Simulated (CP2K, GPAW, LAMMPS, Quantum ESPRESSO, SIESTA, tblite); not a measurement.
# Running amorphous carbon (123 atoms) with SIESTA, part 2 of 2

How do the settings of SIESTA change the result for amorphous carbon (123 atoms)? A plane-wave run serves as the yardstick.

Program: SIESTA 5.4.2; the method stands at each step. Banners, paths, timers and routine set-up lines are dropped from the logs unmarked, and long logs keep their key lines alone; longer cuts are marked. The potentials were converted by us to PSML.

So far. Step 2 (PBE, DZP, shift 0.01 Ry, mesh 300 Ry): Forces lie 13 % from the reference's, at 0.67 times its CPU time (on 2 against 4 cores). Step 3 (PBE, SZP, shift 0.01 Ry, mesh 300 Ry): Against the first run (13 %), the force difference from the reference is 32 %, at 0.68 times the CPU time, with 1107 basis functions against 1599: the smaller basis costs accuracy.

### Step 4. PBE, TZP, shift 0.01 Ry, mesh 300 Ry

Method: Kohn-Sham DFT, PBE, PseudoDojo 0.4.1 norm-conserving pseudopotentials (converted to PSML), numerical atomic orbitals (TZP), diagonalisation.

Input file input.fdf:

```
SystemLabel cell
NumberOfAtoms 123
NumberOfSpecies 1
%block ChemicalSpeciesLabel
  1 6 C
%endblock ChemicalSpeciesLabel
LatticeConstant 1.0 Ang
%block LatticeVectors
  11.14320 0.00000 0.00000
  0.00000 11.14320 0.00000
  0.00000 0.00000 11.14320
%endblock LatticeVectors
PAO.BasisSize TZP
PAO.EnergyShift 0.01 Ry
XC.Functional GGA
XC.Authors PBE
MeshCutoff 300 Ry
%block kgrid_Monkhorst_Pack
  1 0 0 0.0
  0 1 0 0.0
  0 0 1 0.0
%endblock kgrid_Monkhorst_Pack
SolutionMethod diagon
OccupationFunction FD
ElectronicTemperature 580 K
SCF.Mixer.Method Pulay
SCF.Mixer.Weight 0.05
SCF.Mixer.History 8
SCF.Mix Hamiltonian
MaxSCFIterations 300
SCF.DM.Tolerance 1e-04
SCF.H.Tolerance 1.0e-3 eV
WriteForces T
Write.HirshfeldPop T
Write.VoronoiPop T
Write.DM F
Write.H F
XML.Write F
AtomicCoordinatesFormat Fractional
%block AtomicCoordinatesAndAtomicSpecies
[... 123 atom lines left out: the same atoms as in the first run ...]
%endblock AtomicCoordinatesAndAtomicSpecies
```

The run is started by

```sh
OMP_NUM_THREADS=1 mpirun -np 4 siesta < input.fdf > output.txt
```

Output:

```text
Version         : 5.4.2
reinit: System Name:
reinit: System Label: cell
initatom: Reading input for the pseudopotentials and atomic orbitals ----------
Species number:   1 Atomic number:    6 Label: C
Ground state valence configuration (from tables):   2s02  2p02  3d00  4f00
---- Processing specs for species: C
GGA--PBE XC_GGA_X_PBE--XC_GGA_C_PBE pb
C pseudopotential only contains V_ls up to l=1 -- lmxkb reset.
Using PAO.SplitTailNorm
%block ChemicalSpeciesLabel
    1    6 C                       # Species index, atomic number, species label
[... lines left out ...]
stepf: Fermi-Dirac step function
        iscf     Eharris(eV)        E_KS(eV)     FreeEng(eV)     dDmax    Ef(eV) dHmax(eV)
[... lines left out ...]
SCF Convergence by DM+H criterion
[... lines left out ...]
SCF cycle converged after 23 iterations
[... lines left out ...]
   Max    5.035297
[... lines left out ...]
   Max    5.035297    constrained
Stress tensor Voigt[x,y,z,yz,xz,xy] (kbar):       43.46       32.92       54.29      -20.30       -6.77      -27.17
[... lines left out ...]
siesta: FreeEng =    -20016.858446
[... lines left out ...]
siesta:       Kinetic =   13463.729899
siesta:       Hartree =   11629.657472
siesta:         Exch. =   -6429.048864
siesta:         Corr. =    -616.570643
siesta:   Exch.-corr. =   -7045.619507
siesta:  Ion-electron =  -35619.897630
siesta:       Ion-ion =   -2444.411219
siesta:         Total =  -20016.540984
siesta:         Fermi =      -4.933754
siesta: Stress tensor (static) (eV/Ang**3):
siesta:     0.027124   -0.016959   -0.004225
siesta:    -0.016959    0.020548   -0.012673
siesta:    -0.004225   -0.012673    0.033884
siesta: Cell volume =       1383.661242 Ang**3
siesta: Pressure (static):
siesta:                Solid            Molecule  Units
siesta:          -0.00029609         -0.00046870  Ry/Bohr**3
siesta:          -0.02718567         -0.04303412  eV/Ang**3
siesta:         -43.55625033        -68.94826622  kBar
    Orbital volume contribution        =          58.074197 eV
    (Free)E + p_basis*V_orbitals       =      -19958.784249 eV
    (Free)Eharris+ p_basis*V_orbitals  =      -19958.784248 eV
Hirshfeld Atomic Populations:
Atom #   charge [q] valence [e]  Species
     1    -0.003712    4.003712  C
     2     0.010823    3.989177  C
     3     0.004389    3.995611  C
[...]
--------------------
 Total    -0.000038
Voronoi Atomic Populations:
Atom #   charge [q] valence [e]  Species
[...]
122    -0.016547    4.016547  C
   123    -0.000120    4.000120  C
--------------------
 Total    -0.000038
```

Run time: 2.9 min. Hardware: 4 MPI ranks of Arm Neoverse V1, shared host; peak memory 2.4 GiB; 12 min of CPU time.

Numbers from this run, and their distance from the reference:

* r.m.s. force component: 1.367 eV/Å
* r.m.s. difference of force components: 151.8 meV/Å
* longest difference of force vectors: 620.4 meV/Å
* force difference over r.m.s. force: 11.28 %
* slope of forces against the reference's: 1.009
* correlation of force components: 0.9939
* pressure: -4.356 GPa
* pressure difference: 4.898 GPa

This run lies far from the reference in forces at the same functional.

Against the first run (13 %), the force difference from the reference is 11 %, at 1.5 times the CPU time (on 4 against 2 cores), with 2091 basis functions against 1599: the larger basis brings the forces nearer.

### Step 5. PBE, DZ, shift 0.01 Ry, mesh 300 Ry

Method: Kohn-Sham DFT, PBE, PseudoDojo 0.4.1 norm-conserving pseudopotentials (converted to PSML), numerical atomic orbitals (DZ), diagonalisation.

input.fdf, as its differences from that of step 4:

```diff
@@ -12,3 +12,3 @@
 %endblock LatticeVectors
-PAO.BasisSize TZP
+PAO.BasisSize DZ
 PAO.EnergyShift 0.01 Ry
```

The run is started by

```sh
OMP_NUM_THREADS=1 mpirun -np 2 siesta < input.fdf > output.txt
```

Output:

```text
Version         : 5.4.2
reinit: System Name:
reinit: System Label: cell
initatom: Reading input for the pseudopotentials and atomic orbitals ----------
Species number:   1 Atomic number:    6 Label: C
Ground state valence configuration (from tables):   2s02  2p02  3d00  4f00
---- Processing specs for species: C
GGA--PBE XC_GGA_X_PBE--XC_GGA_C_PBE pb
C pseudopotential only contains V_ls up to l=1 -- lmxkb reset.
Using PAO.SplitTailNorm
%block ChemicalSpeciesLabel
    1    6 C                       # Species index, atomic number, species label
[... lines left out ...]
stepf: Fermi-Dirac step function
        iscf     Eharris(eV)        E_KS(eV)     FreeEng(eV)     dDmax    Ef(eV) dHmax(eV)
[... lines left out ...]
SCF Convergence by DM+H criterion
[... lines left out ...]
SCF cycle converged after 23 iterations
[... lines left out ...]
   Max    5.173849
[... lines left out ...]
   Max    5.173849    constrained
Stress tensor Voigt[x,y,z,yz,xz,xy] (kbar):       28.62       18.87       40.56      -21.90       -8.76      -26.75
[... lines left out ...]
siesta: FreeEng =    -19987.238379
[... lines left out ...]
siesta:       Kinetic =   13618.383284
siesta:       Hartree =   11585.331476
siesta:         Exch. =   -6433.326207
siesta:         Corr. =    -615.412102
siesta:   Exch.-corr. =   -7048.738309
siesta:  Ion-electron =  -35697.499091
siesta:       Ion-ion =   -2444.411219
siesta:         Total =  -19986.933859
siesta:         Fermi =      -4.757263
siesta: Stress tensor (static) (eV/Ang**3):
siesta:     0.017864   -0.016697   -0.005465
siesta:    -0.016697    0.011776   -0.013666
siesta:    -0.005465   -0.013666    0.025318
siesta: Cell volume =       1383.661242 Ang**3
siesta: Pressure (static):
siesta:                Solid            Molecule  Units
siesta:          -0.00019952         -0.00038222  Ry/Bohr**3
siesta:          -0.01831901         -0.03509339  eV/Ang**3
siesta:         -29.35029600        -56.22580430  kBar
    Orbital volume contribution        =          31.396463 eV
    (Free)E + p_basis*V_orbitals       =      -19955.841916 eV
    (Free)Eharris+ p_basis*V_orbitals  =      -19955.841915 eV
Hirshfeld Atomic Populations:
Atom #   charge [q] valence [e]  Species
     1    -0.002828    4.002828  C
     2     0.012234    3.987766  C
     3     0.005152    3.994848  C
[...]
--------------------
 Total    -0.000011
Voronoi Atomic Populations:
Atom #   charge [q] valence [e]  Species
[...]
122    -0.018669    4.018669  C
   123     0.001706    3.998294  C
--------------------
 Total    -0.000011
```

Elapsed: 82 s, on 2 MPI ranks; peak memory 0.98 GiB; 2.7 min of CPU time.

Numbers from this run, and their distance from the reference:

```
r.m.s. force component                  : 1.444 eV/Å
r.m.s. difference of force components   : 213.7 meV/Å
longest difference of force vectors     : 754.4 meV/Å
force difference over r.m.s. force      : 15.88 %
slope of forces against the reference's : 1.063
correlation of force components         : 0.9907
pressure                                : -2.935 GPa
pressure difference                     : 6.319 GPa
```

This is a coarse setting, run to see what it loses.

Against the first run (13 %), the force difference from the reference is 16 %, at 0.36 times the CPU time, with 984 basis functions against 1599: the smaller basis costs accuracy.

### Step 6. PBE, DZP, shift 0.01 Ry, mesh 100 Ry

Method: Kohn-Sham DFT, PBE, PseudoDojo 0.4.1 norm-conserving pseudopotentials (converted to PSML), numerical atomic orbitals (DZP), diagonalisation.

input.fdf, as its differences from that of step 5:

```diff
@@ -12,3 +12,3 @@
 %endblock LatticeVectors
-PAO.BasisSize DZ
+PAO.BasisSize DZP
 PAO.EnergyShift 0.01 Ry
@@ -16,3 +16,3 @@
 XC.Authors PBE
-MeshCutoff 300 Ry
+MeshCutoff 100 Ry
 %block kgrid_Monkhorst_Pack
```

Output:

```text
Version         : 5.4.2
reinit: System Name:
reinit: System Label: cell
initatom: Reading input for the pseudopotentials and atomic orbitals ----------
Species number:   1 Atomic number:    6 Label: C
Ground state valence configuration (from tables):   2s02  2p02  3d00  4f00
---- Processing specs for species: C
GGA--PBE XC_GGA_X_PBE--XC_GGA_C_PBE pb
[... lines left out ...]
        iscf     Eharris(eV)        E_KS(eV)     FreeEng(eV)     dDmax    Ef(eV) dHmax(eV)
[... lines left out ...]
SCF Convergence by DM+H criterion
[... lines left out ...]
SCF cycle converged after 23 iterations
[... lines left out ...]
   Max    5.034937
[... lines left out ...]
   Max    5.034937    constrained
Stress tensor Voigt[x,y,z,yz,xz,xy] (kbar):       38.66       28.87       49.82      -20.24       -6.93      -26.75
[... lines left out ...]
siesta: FreeEng =    -20013.745874
[... lines left out ...]
siesta:         Fermi =      -4.921263
[... lines left out ...]
siesta:    -0.016699    0.018020   -0.012630
siesta:    -0.004325   -0.012631    0.031098
siesta: Cell volume =       1383.661242 Ang**3
siesta: Pressure (static):
siesta:                Solid            Molecule  Units
siesta:          -0.00026592         -0.00043919  Ry/Bohr**3
siesta:          -0.02441603         -0.04032474  eV/Ang**3
siesta:         -39.11879348        -64.60736293  kBar
    Orbital volume contribution        =          46.703380 eV
    (Free)E + p_basis*V_orbitals       =      -19967.042494 eV
    (Free)Eharris+ p_basis*V_orbitals  =      -19967.042493 eV
Hirshfeld Atomic Populations:
Atom #   charge [q] valence [e]  Species
     1    -0.003852    4.003852  C
     2     0.010585    3.989415  C
     3     0.004333    3.995667  C
[...]
--------------------
 Total    -0.000098
Voronoi Atomic Populations:
Atom #   charge [q] valence [e]  Species
[...]
122    -0.015580    4.015580  C
   123     0.000710    3.999290  C
--------------------
 Total    -0.000083
```

It took 87 s on 2 MPI ranks; peak memory 0.88 GiB; 2.9 min of CPU time.

Numbers from this run, and their distance from the reference:

- r.m.s. force component: 1.364 eV/Å
- r.m.s. difference of force components: 168.9 meV/Å
- longest difference of force vectors: 698.8 meV/Å
- force difference over r.m.s. force: 12.55 %
- slope of forces against the reference's: 1.006
- correlation of force components: 0.9923
- pressure: -3.912 GPa
- pressure difference: 5.342 GPa
- energy less the same-level run's: 0.5629 meV/atom
- r.m.s. force difference from the same-level run: 2.783 meV/Å

This is a coarse setting, run to see what it loses.

Against the first run (13 %), the force difference from the reference is 13 %, at 0.38 times the CPU time: the change moves forces by 2.8 meV/Å r.m.s., so most of the difference comes from elsewhere.

### Step 7. The ladder

Differences are against the plane-wave reference, forces as r.m.s. over components; share is that over the reference's r.m.s. force, slope the least-squares factor from reference forces to these. Total energies of different programs have different zeros and aren't compared.

| run | Δ force, r.m.s. (meV/Å) | share (%) | slope | Δ pressure (GPa) | cores | CPU time | memory (GiB) |
| --- | --- | --- | --- | --- | --- | --- | --- |
| reference | - | - | - | - | 4 | 11 min | 4.1 |
| SIESTA PBE, DZP, shift 0.01 Ry, mesh 300 Ry | 169 | 12.6 | 1.006 | 5.35 | 2 | 7.5 min | 1.6 |
| SIESTA PBE, SZP, shift 0.01 Ry, mesh 300 Ry (coarse) | 425 | 31.6 | 1.000 | 14.5 | 2 | 5.1 min | 1.4 |
| SIESTA PBE, TZP, shift 0.01 Ry, mesh 300 Ry | 152 | 11.3 | 1.009 | 4.90 | 4 | 12 min | 2.4 |
| SIESTA PBE, DZ, shift 0.01 Ry, mesh 300 Ry (coarse) | 214 | 15.9 | 1.063 | 6.32 | 2 | 2.7 min | 0.98 |
| SIESTA PBE, DZP, shift 0.01 Ry, mesh 100 Ry (coarse) | 169 | 12.6 | 1.006 | 5.34 | 2 | 2.9 min | 0.88 |

Rows marked coarse were listed beforehand as settings not expected to be converged; some can still land near the reference.

CPU time is summed over cores on a shared host, where runs went side by side, so it is rough. Symmetry, cutoffs, thresholds, outputs and thread counts weren't matched or tuned between programs; memory under MPI is the largest rank's times the ranks.

Within one program, basis, potentials and functional, energies share a zero. Each run against its twin at the usual cutoff or grid and solver:

```
                                        run                             twin  Δ energy (meV/atom)  Δ force, r.m.s. (meV/Å)  CPU time over the twin's
SIESTA PBE, DZP, shift 0.01 Ry, mesh 100 Ry  DZP, shift 0.01 Ry, mesh 300 Ry                0.563                     2.78                      0.38
```

### Step 8. Summary of results

- nearest in forces: SIESTA PBE, TZP, shift 0.01 Ry, mesh 300 Ry, 11 %
- its CPU time: 12 min

What this shows: The PBE runs in local orbitals, coarse settings apart, differ by 11 % (SIESTA PBE, TZP, shift 0.01 Ry, mesh 300 Ry) to 13 % (SIESTA PBE, DZP, shift 0.01 Ry, mesh 300 Ry); basis, grid and potentials can all enter. Runs with settings chosen to be coarse differ by 13 % (SIESTA PBE, DZP, shift 0.01 Ry, mesh 100 Ry) to 32 % (SIESTA PBE, SZP, shift 0.01 Ry, mesh 300 Ry), their programs' other errors included. Of the electronic-structure runs that take under half the reference's CPU time, SIESTA PBE, DZP, shift 0.01 Ry, mesh 100 Ry comes nearest, at 13 % in 2.9 min against 11 min; its pressure misses by +5.3 GPa. In pressure, SIESTA PBE, SZP, shift 0.01 Ry, mesh 300 Ry misses by +14.5 GPa, at the same functional. The reference's pressure holds the uncorrected Pulay stress of its 45 Ry basis, so small pressure differences, and their order, may be the reference's own error. The quench rate of 120 K/ps is many orders above laboratory rates, so the cell is likely richer in defects and strain than a real sample. The network of bonds at the start is that of the classical potential that made the cell, and needn't be the one that DFT or experiment would give. The reference's pressure of -9.3 GPa belongs to a cell and atoms that aren't relaxed at this level. The electronic-structure runs sample only Γ, in a cell whose shortest periodic width is 11 Å, which is coarse for a cell with partly filled levels.

[Also dropped from logs without a mark: logging warnings of Python, and SIESTA's first energy breakdown and zero terms.]

[Logs are printed without paths, hosts, clocks, repeated set-up lines and the standing remarks that a program may print on its own settings, such as how far it seeks lower states.]

[Hosts, paths, dates, database ids (printed as entryN), source tags and the programs' standing remarks are cut or masked in the printed files.]
